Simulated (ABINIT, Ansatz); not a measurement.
Computed results, one entry a study.

```
! title: How the form of the self-energy moves the gap of CsTlF3 (Fm-3m)
! method: RPA screening on LDA, plane waves, norm-conserving pseudopotentials (and 3 further levels or steps)
! program: ABINIT 10.8.3
! settings: cutoff 36 Ha, PseudoDojo scalar-relativistic 0.4.1 stringent, norm-conserving, potential set dojo-sr-lda-0.4.1-stringent, ngkpt (2, 2, 2), nband 208, ecuteps 5.2 Ha, gwcalctyp 2, nfreqre 16, nfreqim 8, inclvkb 2, freqremax 40 eV, spmeth 1, nomegasf 120, shiftk (0, 0, 0), symchi 1, awtr 1, frequency cd, 2×2×2 k-mesh
! notes: The program’s warnings: Min real frequency set to default [Ha] = and nproc spkpt=  >= nkpt= * nsppol=. The cell and positions are those that the Materials Project relaxed with its own functionals (PBE, PBE+U or r2SCAN), kept fixed. Limits: no spin-orbit coupling. The 2×2×2 mesh is coarse for this cell, which bears on the long-range parts of exchange and screening.
! G0W0, Godby-Needs plasmon pole: 4.220 eV
! G0W0, von der Linden-Horsch plasmon pole: 4.396 eV
! G0W0, Hybertsen-Louie plasmon pole: 4.481 eV
! one-shot Hartree-Fock: 9.446 eV
! G0W0, contour deformation: 4.067 eV
! known limits: short of the basis limit; no spin-orbit coupling; coarse k mesh
CELL_PARAMETERS angstrom
0.00000 4.77997 4.77997
4.77997 0.00000 4.77997
4.77997 4.77997 0.00000
ATOMIC_POSITIONS crystal
Cs 0.75000 0.75000 0.75000
Cs 0.25000 0.25000 0.25000
Tl 0.50000 0.50000 0.50000
Tl 0.00000 0.00000 0.00000
F 0.77234 0.22766 0.22766
F 0.22766 0.22766 0.77234
F 0.22766 0.77234 0.77234
F 0.22766 0.77234 0.22766
F 0.77234 0.22766 0.77234
F 0.77234 0.77234 0.22766
```

[Long decimals in the printed logs are rounded to 6 places.]

[Logs are printed without paths, hosts, clocks, repeated set-up lines and the standing remarks that a program may print on its own settings, such as how far it seeks lower states.]

[Paths, hosts, dates, memory and timing lines, banners, echoed tables and standing remarks are left out of the program output; an Ansatz launch command may be rebuilt from the run's recorded settings. Measured values are a selection of at most five: reports struck by readers or far from the other reports are left out. None is set beside runs whose start may be inverted or whose files or cutoffs have a known fault.]

[Runs of the session that timed out or met a known fault of the program may be left out.]

[Hosts, paths, dates, database ids (printed as entryN), source tags and the programs' standing remarks are cut or masked in the printed files.]

[G0W0 gaps are taken among the corrected bands and points alone; a level outside them can change the order at an edge.]

[Where Ansatz stands beside ABINIT at settings called matched, ABINIT's density can come from a denser mesh and the files from another edition; pairs whose starting gaps differed by over 0.03 eV were left out, so agreement reads better than it is.]
